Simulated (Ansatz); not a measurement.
## La2Cu2Se2SO: complex band structure

A new crystal, La2Cu2Se2SO: structure, gap and complex bands. It is built by putting S for part of the O in the LaCuSeO structure of space group P4/nmm, with the volume rescaled by atomic radii. The parent structure comes from the Materials Project.

Program: Ansatz 0.2.0. Level of theory: PBEsol DFT, plane waves, PAW files, in the first sound run; inputs show where later runs differ. Results are calculated unless marked as measured.

The structure was built from a prototype and need not be the compound's stable phase.

## 1. Starting point

It takes space group P-4m2 (No. 115, tetragonal). Conventional cell: a = 4.138 Å, b = 4.138 Å, c = 8.973 Å, α = 90.00°, β = 90.00°, γ = 90.00°. Nearest to La lie 2 S at 2.42 Å and 2 O at 2.42 Å and 4 Se at 3.39 Å. Cu has 4 Se at 2.57 Å nearest. Nearest to Cu lie 4 Se at 2.57 Å. Nearest to Se lie 4 Cu at 2.57 Å and 4 La at 3.39 Å. Nearest to O lie 4 La at 2.42 Å. S has 4 La at 2.42 Å nearest. It derives from LaCuSeO. S for part of the O in the LaCuSeO structure of space group P4/nmm. Farther neighbours and most contacts between anions are not listed.

## 2. Cell and atoms at rest

The substituted atoms don't fit the parent's cell, so cell and atoms relax together. A small smearing keeps the run stable in case the gap closes on the way.

input.yaml

```yaml
crystal:
  lattice:
    - [4.1378781432, 0.0, 0.0]
    - [0.0, 4.1378781432, 0.0]
    - [0.0, 0.0, 8.9727886758]
  atoms:
    - { symbol: La, position: [0.0, 0.5, 0.859979] }
    - { symbol: La, position: [0.5, 0.0, 0.140021] }
    - { symbol: Cu, position: [0.5, 0.5, 0.5] }
    - { symbol: Cu, position: [0.0, 0.0, 0.5] }
    - { symbol: Se, position: [0.0, 0.5, 0.330794] }
    - { symbol: Se, position: [0.5, 0.0, 0.669206] }
    - { symbol: O, position: [0.5, 0.5, 0.0] }
    - { symbol: S, position: [0.0, 0.0, 0.0] }
kpoints:
  mp_grid: { grid: [6, 6, 4] }
scf:
  occupations: { method: gaussian, width: 0.03 }
hamiltonian:
  xc: pbesol
output:
  forces: true
  stress: true
relax:
  f_tol: 0.02
  max_steps: 60
  cell: {}
```

On the command line:

```console
> ansatz run input.yaml --threads 2 --pin off --max-ram 4096MiB --backend cpu --events-out ev --progress --plain --runs-dir out
```

Numbers of over 12 decimals in the logs are rounded to 6 here.

What it wrote:

```text
Engine: ansatz 0.2.0, aarch64-unknown-linux-gnu
Pseudopotentials: kind: paw
Pseudopotential: La, paw, valence charge 11, recommended cutoff 420 eV (normal), La.paw.azcp
Pseudopotential: Cu, paw, valence charge 19, recommended cutoff 420 eV (normal), Cu.paw.azcp
Pseudopotential: Se, paw, valence charge 16, recommended cutoff 420 eV (normal), Se.paw.azcp
Pseudopotential: O, paw, valence charge 6, recommended cutoff 420 eV (normal), O.paw.azcp
Pseudopotential: S, paw, valence charge 6, recommended cutoff 420 eV (normal), S.paw.azcp
Functional definition: PBEsol
  exchange = pbesol_x
  correlation = pbesol_c
Crystal: 8 atoms, lattice volume = 153.632 Å³
Basis set: ecut = 420 eV, 3021 PW (Γ), exchange–correlation on 60×60×120 points (8 copies of the dense FFT grid, shifted against one another)
Bands: 63, of which v1, the nominal top of the filled ones, is band 52 counted from 1 (51 counted from 0)
Symmetry: 8 space group operations
Space group: P-4m2 (ITA 115), of the structure as read, at distance tolerance 5.4e-5 Å
k-points: 30 of 144 (time reversal used)
Non-local potential: La, projectors of the file, l = 0: 3, l = 1: 2, l = 2: 2, l = 3: 3
Non-local potential: Cu, projectors of the file, l = 0: 3, l = 1: 2, l = 2: 3, l = 3: 1
Non-local potential: Se, projectors of the file, l = 0: 2, l = 1: 2, l = 2: 3, l = 3: 1
Non-local potential: O, projectors of the file, l = 0: 2, l = 1: 2, l = 2: 1
Non-local potential: S, projectors of the file, l = 0: 2, l = 1: 2, l = 2: 2
PAW form: soft (Blöchl's): semilocal exchange-correlation on the pseudo side does not see the compensation charge
PAW frozen core: La, regenerated for the run's functional, and the local potential with it (the file was generated under x = pbe(κ = 0.804, μ = 0.219515), c = pbe(β = 0.066725))
PAW frozen core: Cu, regenerated for the run's functional, and the local potential with it (the file was generated under x = pbe(κ = 0.804, μ = 0.219515), c = pbe(β = 0.066725))
PAW frozen core: Se, regenerated for the run's functional, and the local potential with it (the file was generated under x = pbe(κ = 0.804, μ = 0.219515), c = pbe(β = 0.066725))
PAW frozen core: O, regenerated for the run's functional, and the local potential with it (the file was generated under x = pbe(κ = 0.804, μ = 0.219515), c = pbe(β = 0.066725))
PAW frozen core: S, regenerated for the run's functional, and the local potential with it (the file was generated under x = pbe(κ = 0.804, μ = 0.219515), c = pbe(β = 0.066725))
PAW one-centre angular grid: La, 590 points (default); XC on 64 Gauss nodes
PAW one-centre angular grid: Cu, 590 points (default); XC on 64 Gauss nodes
PAW one-centre angular grid: Se, 590 points (default); XC on 64 Gauss nodes
PAW one-centre angular grid: O, 110 points (default); XC on 64 Gauss nodes
PAW one-centre angular grid: S, 110 points (default); XC on 64 Gauss nodes
Initial density: superposition of atomic densities (neutral atoms: chi_scale 0, normalization atom), corrected by the library's trained network
Initial wavefunctions: pseudopotential atomic-orbital guess
Functional: x = pbesol(κ = 0.804, μ = 0.123457), c = pbesol(β = 0.046)
SCF iter   1: F=—  HF=-37802.285681 eV  |F-HF|=—  |Δ(HF+E_count)|=         —  Δρ=1.30e-2  dr2=2.31e-1  ethr=1.77e-3  ⟨swp⟩=7.2  Hψ=7256  notcnv=0
preconditioner: auto → Resta (q_TF=auto, 2.557 Å⁻¹)  ε∞=7.9  [insulator: Δε(μ)=1.138 eV  Ē_g=9.156 eV  σ=0.030 eV  W_gap=1.00  n_scr=38 (ndim 8)  ℏωp=24.0 eV  f_vac=0.001  D(μ)=0.00/eV (n_scr^D=0)  ε∞_Penn≈7.9]
SCF iter   2: F=—  HF=-37802.248948 eV  |F-HF|=—  |Δ(HF+E_count)|=   3.67e-2  Δρ=7.12e-3  dr2=5.65e-2  ethr=2.22e-4  ⟨swp⟩=3.0  Hψ=4011  notcnv=0  defer=181
SCF iter   3: F=—  HF=-37802.238098 eV  |F-HF|=—  |Δ(HF+E_count)|=   1.09e-2  Δρ=3.44e-3  dr2=1.19e-2  ethr=5.43e-5  ⟨swp⟩=2.7  Hψ=3439  notcnv=0  defer=181
SCF iter   4: F=—  HF=-37802.236664 eV  |F-HF|=—  |Δ(HF+E_count)|=   1.43e-3  Δρ=1.21e-3  dr2=2.57e-3  ethr=1.14e-5  ⟨swp⟩=2.0  Hψ=2734  notcnv=0  defer=181
SCF iter   5: F=—  HF=-37802.236532 eV  |F-HF|=—  |Δ(HF+E_count)|=   1.32e-4  Δρ=3.93e-4  dr2=2.34e-4  ethr=2.47e-6  ⟨swp⟩=2.0  Hψ=2980  notcnv=0  defer=181
SCF iter   6: F=—  HF=-37802.236576 eV  |F-HF|=—  |Δ(HF+E_count)|=   4.42e-5  Δρ=2.58e-4  dr2=7.28e-5  ethr=2.25e-7  ⟨swp⟩=2.0  Hψ=2755  notcnv=0  defer=181
SCF iter   7: F=—  HF=-37802.236583 eV  |F-HF|=—  |Δ(HF+E_count)|=   7.18e-6  Δρ=2.60e-4  dr2=6.73e-5  ethr=7.00e-8  ⟨swp⟩=2.0  Hψ=3444  notcnv=0  defer=181
SCF iter   8: F=—  HF=-37802.236572 eV  |F-HF|=—  |Δ(HF+E_count)|=   1.09e-5  Δρ=2.69e-5  dr2=9.92e-7  ethr=6.47e-8  ⟨swp⟩=2.0  Hψ=2257  notcnv=0  defer=181
SCF iter   9: F=—  HF=-37802.236573 eV  |F-HF|=—  |Δ(HF+E_count)|=   4.54e-7  Δρ=1.46e-5  dr2=3.29e-7  ethr=9.54e-10  ⟨swp⟩=2.0  Hψ=3283  notcnv=0  defer=181
SCF iter  10: F=-37802.236573 eV  HF=-37802.236573 eV  |F-HF|=3.37e-8  |Δ(HF+E_count)|=   4.87e-9  Δρ=4.49e-6  dr2=2.71e-8  ethr=9.62e-11  ⟨swp⟩=4.0  Hψ=6930  notcnv=0
SCF 1 converged in 10 iterations: F = -37802.236573 eV  dr2 = 2.71e-8
  greatest PAW one-centre occupation: 1.000 electrons in one spin orbital (limit 2), on the Cu atom at site 3 (counted from 0), in its partial waves of l = 0
relax step   1: F+E_penalty+E_count = -37802.23657264 eV  Δ(F+E_penalty+E_count) = +0.000e0 eV  max|allowed force component| = 4.315e0 eV/Å  Δτ_max = 0.0000 Å  P = +8.172 GPa  Ω = 153.632 Å³  (10 SCF iters, dr2 threshold 1.00e-7 eV, accepted)
Crystal: 8 atoms, lattice volume = 157.329 Å³
Basis set: ecut = 420 eV, 3055 PW (Γ), exchange–correlation on 60×60×120 points (8 copies of the dense FFT grid, shifted against one another)
Initial density: handed on by an earlier stage of this run
Initial wavefunctions: those handed on with the density
iter 1 solved again at ethr=5.40e-4 eV; its pass at ethr=3.10e-3 eV (dr2=5.62e-1 eV) is discarded
SCF iter   1: F=—  HF=-37803.437453 eV  |F-HF|=—  |Δ(HF+E_count)|=         —  Δρ=1.41e-2  dr2=5.62e-1  ethr=5.40e-4  ⟨swp⟩=1.4  Hψ=10901  notcnv=0
preconditioner: auto → Resta (q_TF=auto, 2.546 Å⁻¹)  ε∞=7.6  [insulator: Δε(μ)=1.070 eV  Ē_g=9.207 eV  σ=0.030 eV  W_gap=1.00  n_scr=46 (ndim 8)  ℏωp=23.7 eV  f_vac=0.002  D(μ)=0.00/eV (n_scr^D=0)  ε∞_Penn≈7.6]
SCF iter   2: F=—  HF=-37803.340799 eV  |F-HF|=—  |Δ(HF+E_count)|=   9.67e-2  Δρ=6.74e-3  dr2=1.20e-1  ethr=5.40e-4  ⟨swp⟩=3.8  Hψ=3293  notcnv=0
SCF iter   3: F=—  HF=-37803.319734 eV  |F-HF|=—  |Δ(HF+E_count)|=   2.11e-2  Δρ=5.06e-3  dr2=4.92e-2  ethr=1.16e-4  ⟨swp⟩=3.2  Hψ=3500  notcnv=0  defer=185
[...]
SCF iter   1: F=—  HF=-37803.424361 eV  |F-HF|=—  |Δ(HF+E_count)|=         —  Δρ=6.31e-3  dr2=5.54e-2  ethr=5.23e-5  ⟨swp⟩=2.5  Hψ=11502  notcnv=0
preconditioner: auto → Resta (q_TF=auto, 2.551 Å⁻¹)  ε∞=7.8  [insulator: Δε(μ)=0.935 eV  Ē_g=9.125 eV  σ=0.030 eV  W_gap=1.00  n_scr=46 (ndim 8)  ℏωp=23.8 eV  f_vac=0.000  D(μ)=0.00/eV (n_scr^D=0)  ε∞_Penn≈7.8]
SCF iter   2: F=—  HF=-37803.418832 eV  |F-HF|=—  |Δ(HF+E_count)|=   5.53e-3  Δρ=4.67e-3  dr2=2.00e-2  ethr=5.23e-5  ⟨swp⟩=3.4  Hψ=3240  notcnv=0
SCF iter   3: F=—  HF=-37803.414071 eV  |F-HF|=—  |Δ(HF+E_count)|=   4.76e-3  Δρ=2.25e-3  dr2=7.20e-3  ethr=1.92e-5  ⟨swp⟩=2.4  Hψ=3764  notcnv=0  defer=6
SCF iter   4: F=—  HF=-37803.412846 eV  |F-HF|=—  |Δ(HF+E_count)|=   1.23e-3  Δρ=7.57e-4  dr2=9.29e-4  ethr=6.92e-6  ⟨swp⟩=2.0  Hψ=2738  notcnv=0  defer=91
SCF iter   5: F=—  HF=-37803.412762 eV  |F-HF|=—  |Δ(HF+E_count)|=   8.39e-5  Δρ=3.29e-4  dr2=1.33e-4  ethr=8.93e-7  ⟨swp⟩=2.0  Hψ=2947  notcnv=0  defer=91
SCF iter   6: F=—  HF=-37803.412811 eV  |F-HF|=—  |Δ(HF+E_count)|=   4.89e-5  Δρ=1.99e-4  dr2=4.17e-5  ethr=1.27e-7  ⟨swp⟩=2.0  Hψ=3063  notcnv=0  defer=91
SCF iter   7: F=—  HF=-37803.412803 eV  |F-HF|=—  |Δ(HF+E_count)|=   8.04e-6  Δρ=5.58e-5  dr2=3.92e-6  ethr=4.01e-8  ⟨swp⟩=2.0  Hψ=2790  notcnv=0  defer=91
SCF iter   8: F=—  HF=-37803.412804 eV  |F-HF|=—  |Δ(HF+E_count)|=   1.21e-6  Δρ=3.11e-5  dr2=1.27e-6  ethr=7.69e-10  ⟨swp⟩=5.6  Hψ=8045  notcnv=0
SCF iter   9: F=-37803.412804 eV  HF=-37803.412804 eV  |F-HF|=4.21e-8  |Δ(HF+E_count)|=   3.90e-7  Δρ=6.09e-6  dr2=6.29e-8  ethr=7.69e-10  ⟨swp⟩=4.3  Hψ=6793  notcnv=0
SCF 3 converged in 9 iterations: F = -37803.412804 eV  dr2 = 6.29e-8
relax step   3: F+E_penalty+E_count = -37803.41280425 eV  Δ(F+E_penalty+E_count) = -1.017e-1 eV  max|allowed force component| = 2.682e-1 eV/Å  Δτ_max = 0.0499 Å  P = -0.097 GPa  Ω = 155.681 Å³  energy of the carried Pulay correction = -1.389e-3 eV  (9 SCF iters, dr2 threshold 8.00e-7 eV, accepted)
[...]
relax step   4: F+E_penalty+E_count = -37803.42648354 eV  Δ(F+E_penalty+E_count) = -1.368e-2 eV  max|allowed force component| = 1.040e-1 eV/Å  Δτ_max = 0.0610 Å  P = -0.544 GPa  Ω = 157.049 Å³  energy of the carried Pulay correction = -2.308e-3 eV  (9 SCF iters, dr2 threshold 8.00e-7 eV, accepted)
[...]
relax step   5: F+E_penalty+E_count = -37803.42749660 eV  Δ(F+E_penalty+E_count) = -1.013e-3 eV  max|allowed force component| = 4.099e-2 eV/Å  Δτ_max = 0.0297 Å  P = +0.824 GPa  Ω = 153.094 Å³  energy of the carried Pulay correction = +3.681e-4 eV  (9 SCF iters, dr2 threshold 8.00e-7 eV, rejected (line search))
[...]
relax step   6: F+E_penalty+E_count = -37803.43406079 eV  Δ(F+E_penalty+E_count) = -7.577e-3 eV  max|allowed force component| = 5.909e-3 eV/Å  Δτ_max = 0.0211 Å  P = -0.009 GPa  Ω = 155.199 Å³  energy of the carried Pulay correction = -1.065e-3 eV  (13 SCF iters, accepted)
Initial wavefunctions: pseudopotential atomic-orbital guess (no wavefunctions were taken with the density)
iter 1 solved again at ethr=8.36e-7 eV; its pass at ethr=3.10e-3 eV (dr2=8.70e-4 eV) is discarded
SCF iter   1: F=—  HF=-37803.435453 eV  |F-HF|=—  |Δ(HF+E_count)|=         —  Δρ=5.58e-4  dr2=1.34e-5  ethr=8.36e-7  ⟨swp⟩=4.0  Hψ=12991  notcnv=0
preconditioner: auto → Resta (q_TF=auto, 2.552 Å⁻¹)  ε∞=7.8  [insulator: Δε(μ)=0.835 eV  Ē_g=9.176 eV  σ=0.030 eV  W_gap=1.00  n_scr=46 (ndim 8)  ℏωp=23.8 eV  f_vac=0.000  D(μ)=0.00/eV (n_scr^D=0)  ε∞_Penn≈7.8]
SCF iter   2: F=—  HF=-37803.436225 eV  |F-HF|=—  |Δ(HF+E_count)|=   7.73e-4  Δρ=2.84e-4  dr2=4.08e-6  ethr=1.28e-8  ⟨swp⟩=2.0  Hψ=3392  notcnv=0
SCF iter   3: F=—  HF=-37803.436451 eV  |F-HF|=—  |Δ(HF+E_count)|=   2.26e-4  Δρ=7.62e-5  dr2=3.62e-6  ethr=3.92e-9  ⟨swp⟩=2.0  Hψ=2929  notcnv=0
SCF iter   4: F=—  HF=-37803.436458 eV  |F-HF|=—  |Δ(HF+E_count)|=   7.16e-6  Δρ=1.71e-5  dr2=2.77e-7  ethr=3.48e-9  ⟨swp⟩=2.0  Hψ=2798  notcnv=0
SCF iter   5: F=—  HF=-37803.436458 eV  |F-HF|=—  |Δ(HF+E_count)|=   2.38e-8  Δρ=2.45e-6  dr2=4.37e-9  ethr=2.66e-10  ⟨swp⟩=2.0  Hψ=3413  notcnv=0
SCF iter   6: F=—  HF=-37803.436458 eV  |F-HF|=—  |Δ(HF+E_count)|=   4.00e-9  Δρ=8.74e-7  dr2=1.05e-9  ethr=4.20e-12  ⟨swp⟩=2.2  Hψ=3461  notcnv=0
SCF iter   7: F=—  HF=-37803.436458 eV  |F-HF|=—  |Δ(HF+E_count)|=  4.22e-10  Δρ=7.43e-7  dr2=5.85e-10  ethr=1.01e-12  ⟨swp⟩=2.0  Hψ=3408  notcnv=0
SCF iter   8: F=—  HF=-37803.436458 eV  |F-HF|=—  |Δ(HF+E_count)|=  4.37e-11  Δρ=6.06e-7  dr2=3.57e-10  ethr=1.00e-12  ⟨swp⟩=2.0  Hψ=3435  notcnv=0
SCF iter   9: F=-37803.436458 eV  HF=-37803.436458 eV  |F-HF|=3.64e-11  |Δ(HF+E_count)|=  6.55e-11  Δρ=2.03e-7  dr2=4.90e-11  ethr=1.00e-12  ⟨swp⟩=4.1  Hψ=7202  notcnv=0
SCF 7 converged in 9 iterations: F = -37803.436458 eV  dr2 = 4.90e-11
relax step   7: F+E_penalty+E_count = -37803.43645803 eV  Δ(F+E_penalty+E_count) = -2.397e-3 eV  max|allowed force component| = 5.506e-3 eV/Å  Δτ_max = 0.0000 Å  P = +0.013 GPa  Ω = 155.199 Å³  stress off target by 3.77e-2 GPa  SCF on the basis re-selected at this cell (its energy is not comparable with the rows above)  (9 SCF iters)
basis re-selected at this cell: Δ(F+E_penalty+E_count) = -2.397e-3 eV, ΔP = +0.022 GPa vs the last step (what re-selecting the basis moved, of the pressure what is left beyond the Pulay correction that the steps carried, after the strain that the cell walked since its last selection, with what the two solves' SCF thresholds leave and, on support functions, any second-order correction that the steps lacked; it is no m [...]
SCF converged after 9 iterations
Free energy (F): -37803.436458 eV
Harris-Foulkes:  -37803.436458 eV  (|F-HF|=3.64e-11)
Internal energy: -37803.436458 eV  (E = F + TS)
E sigma→0 (E₀):  -37803.436458 eV
Fermi energy:    11.937539 eV
--- Per-component energies (eV) ---
  E_band       = -1581.096332
  E_kinetic    = 1509.142801
  E_local      = -20043.972944  (includes V_loc(G=0)·N_el)
  E_nonlocal   = -107.560398
  E_hartree    = 9316.906268
  E_xc         = -831.597953
  E_vxc        = -903.971457  (∫ρ·V_xc dr)
  E_paw        = -18401.975780  (= ΣΔE_a)
  E_vpaw       = -668.549101  (= ΣTr[D̂ρ^β])
  E_aug_tail   = 0.001736  (compensation charges beyond the density's cutoff)
  E_ewald      = -9247.245749
  E_core_change = 2.865561  (= ΣΔE_core)
  E_smearing   = -0.000000  (= −TS)
  E_closure    = 0.000000  (closes the sum)
  Σ components = -37803.436458   (vs F -37803.436458, Δ=0.00e0)
--- Forces (eV/Å), atoms counted from 1 ---
  atom   1  La     0.00000000     0.00000000     0.00550607
  atom   2  La    -0.00000000     0.00000000    -0.00550607
  atom   3  Cu    -0.00000000     0.00000000     0.00000000
  atom   4  Cu     0.00000000    -0.00000000     0.00000000
  atom   5  Se     0.00000000     0.00000000     0.00158013
  atom   6  Se     0.00000000     0.00000000    -0.00158013
  atom   7  O     -0.00000000     0.00000000     0.00000000
  atom   8  S      0.00000000     0.00000000     0.00000000
  max |Σ_I F_I| component: 7.11e-17 eV/Å
--- Stress (GPa, compression-positive) ---
        0.037727      -0.000000       0.000000
       -0.000000       0.037727       0.000000
        0.000000       0.000000      -0.035418
  P = ⅓ Tr σ = 0.0133 GPa (0.133 kbar)
--- Relaxed structure (6 steps of the walk, 5 accepted, 1 SCFs on fresh bases) ---
  F+E_penalty+E_count = -37803.43645803 eV   max|allowed force component| = 5.506e-3 eV/Å   (the final SCF, on the basis selected at the relaxed cell)
  cell:  # Å, volume = 155.1992 Å³
    - [4.230445, 0, 0]
    - [0, 4.230445, 0.0]
    - [0, 0.0, 8.671963]
  atoms:
    - { symbol: La, position: [0, 0.5, 0.830337] }
    - { symbol: La, position: [0.5, 0, 0.169663] }
    - { symbol: Cu, position: [0.5, 0.5, 0.500000] }
    - { symbol: Cu, position: [0, 0, 0.500000] }
    - { symbol: Se, position: [0, 0.5, 0.343768] }
    - { symbol: Se, position: [0.5, 0, 0.656232] }
    - { symbol: O, position: [0.5, 0.5, -2.8999738074553646e-19] }
    - { symbol: S, position: [0, 0, -2.8999738074553646e-19] }
```

Wall time 2 min (2 threads of Arm Neoverse V2, shared host); peak memory 0.59 GiB.

Step by step:

```csv
step,energy less that of the first step (eV),largest force component (eV/Å),pressure (GPa),volume (Å³)
1,0.0000,4.3154,8.17,153.63
2,-1.0745,0.6504,-0.08,157.33
3,-1.1762,0.2682,-0.10,155.68
4,-1.1899,0.1040,-0.54,157.05
5,-1.1909,0.0410,0.82,153.09
6,-1.1975,0.0059,-0.01,155.20
7*,-1.1999,0.0055,0.01,155.20
```

Relaxation steps marked * repeat the geometry before them on a plane-wave basis chosen anew for their cell, so energy and pressure can jump there. Relaxation step 5 was tried and not accepted.

The run keeps the 8 symmetry operations that it works with, so distortions that break them were not tested.

```csv
"conventional cell, symmetrised",before,after,change
a (Å),4.138,4.230,+2.2 %
b (Å),4.138,4.230,+2.2 %
c (Å),8.973,8.672,-3.4 %
volume (Å³/atom),19.20,19.40,+1.0 %
```

The atoms that moved most (Å, as changes of fractional coordinates times the final cell):

```csv
atom,dx,dy,dz,length
La1,0.000,0.000,-0.257,0.257
La2,0.000,0.000,0.257,0.257
Se5,0.000,0.000,0.113,0.113
Se6,0.000,0.000,-0.113,0.113
```

Numbers from this step:

```yaml
free_energy: -37803.4365 eV
fermi_energy: 11.94 eV
pressure: 0.01335 GPa
```

The largest force component on a free atom ends at 0.0055 eV/Å.

## 3. The bulk crystal and its band edges

The energy window and the wavevectors of the next steps follow from the band edges, so these are searched first, off the mesh as well.

input.yaml

```yaml
crystal:
  lattice:
    - [4.2304447748, 0.0, 0.0]
    - [0.0, 4.2304447748, 0.0]
    - [0.0, 0.0, 8.6719630332]
  atoms:
    - { symbol: La, position: [0.0, 0.5, 0.8303368441] }
    - { symbol: La, position: [0.5, 0.0, 0.1696631559] }
    - { symbol: Cu, position: [0.5, 0.5, 0.5] }
    - { symbol: Cu, position: [0.0, 0.0, 0.5] }
    - { symbol: Se, position: [0.0, 0.5, 0.3437684098] }
    - { symbol: Se, position: [0.5, 0.0, 0.6562315902] }
    - { symbol: O, position: [0.5, 0.5, 0.0] }
    - { symbol: S, position: [0.0, 0.0, 0.0] }
kpoints:
  mp_grid: { grid: [6, 6, 4] }
  band_path: { path: [VBM, CBM], npoints: 30 }
scf:
  occupations: { method: fixed }
hamiltonian:
  xc: pbesol
output:
  eigenvalues: true
  write_potential: true
  write_density: true
  volumetric_format: npy
```

What it wrote:

```text
[...]
Crystal: 8 atoms, lattice volume = 155.199 Å³
Basis set: ecut = 420 eV, 3009 PW (Γ)
Bands: 63, of which v1, the nominal top of the filled ones, is band 52 counted from 1 (51 counted from 0)
Symmetry: 8 space group operations
[...]
k-points: 30 of 144 (time reversal used)
[...]
SCF iter   1: F=—  HF=-37803.475331 eV  |F-HF|=—  |Δ(HF+E_count)|=         —  Δρ=1.27e-2  dr2=2.12e-1  ethr=1.77e-3  ⟨swp⟩=5.9  Hψ=6036  notcnv=0  defer=238
[...]
SCF iter  10: F=-37803.436485 eV  HF=-37803.436485 eV  |F-HF|=1.36e-8  |Δ(HF+E_count)|=   4.37e-8  Δρ=4.76e-6  dr2=2.71e-8  ethr=9.62e-11  ⟨swp⟩=11.7  Hψ=8357  notcnv=0
SCF 1 converged in 10 iterations: F = -37803.436485 eV  dr2 = 2.71e-8
[...]
NSCF: frozen V_eff on 40 k-points
[...]
SCF converged after 10 iterations
Free energy (F): -37803.436485 eV
[...]
Internal energy: -37803.436485 eV  (E = F + TS)
E sigma→0 (E₀):  -37803.436485 eV
Fermi energy:    11.520355 eV
[...]
--- Band table (eV; the first three rows and the last of 30) ---
  k-point 0: bands = [... 48 lower, 10.2490, 11.4886, 11.4886, 11.5204, 12.3547, 13.1164, 13.2020, 13.4886, ... 7 higher]
  k-point 1: bands = [... 48 lower, 10.3964, 11.1808, 11.3759, 11.3759, 12.4441, 13.1795, 13.2781, 13.4955, ... 7 higher]
  k-point 2: bands = [... 48 lower, 10.5573, 10.8772, 11.2337, 11.2337, 12.6334, 12.9014, 13.3540, 13.6807, ... 7 higher]
  k-point 29: bands = [... 48 lower, 9.9522, 9.9666, 10.4573, 10.4573, 13.9578, 13.9578, 14.0810, 14.1600, ... 7 higher]
```

Wall time 58 s (2 threads); peak memory 0.55 GiB; 1.9 min of CPU time.

In the SCF lines HF is the Harris–Foulkes energy and dr2 the Hartree energy of the density residual, in eV; the loop may stop once dr2 is under the threshold and the program's other checks hold. Hψ counts applications of the Hamiltonian.

This step gave:

```yaml
fermi_energy: 11.52 eV
gap_on_the_k_mesh: 0.8344 eV
gap_on_path: 0.8344 eV, by band count; negative where bands overlap
direct_gap_on_path: 0.8344 eV
edge_places_on_path: 0, 0 1/A along the path
```

Levels at VBM (eV): -5.09, -4.82, -4.10, -4.10, -3.95, -3.95, -3.52, -3.37, -3.37, -2.99, -2.87, -2.41, -2.14, -2.01, -1.83, -1.83, -1.67, -1.27, -1.27, -0.03, -0.03, 0.00, 0.83, 1.60, 1.68, 1.97, 2.68, 2.81, 2.81, 2.98, 2.98, 2.99, 3.06.

The searched edges give 0.834 eV, as on the mesh.

[end of part 1 of 3]

[Logs are printed without paths, hosts, clocks, repeated set-up lines and the standing remarks that a program may print on its own settings, such as how far it seeks lower states.]

[Hosts, paths, dates, database ids (printed as entryN), source tags and the programs' standing remarks are cut or masked in the printed files.]
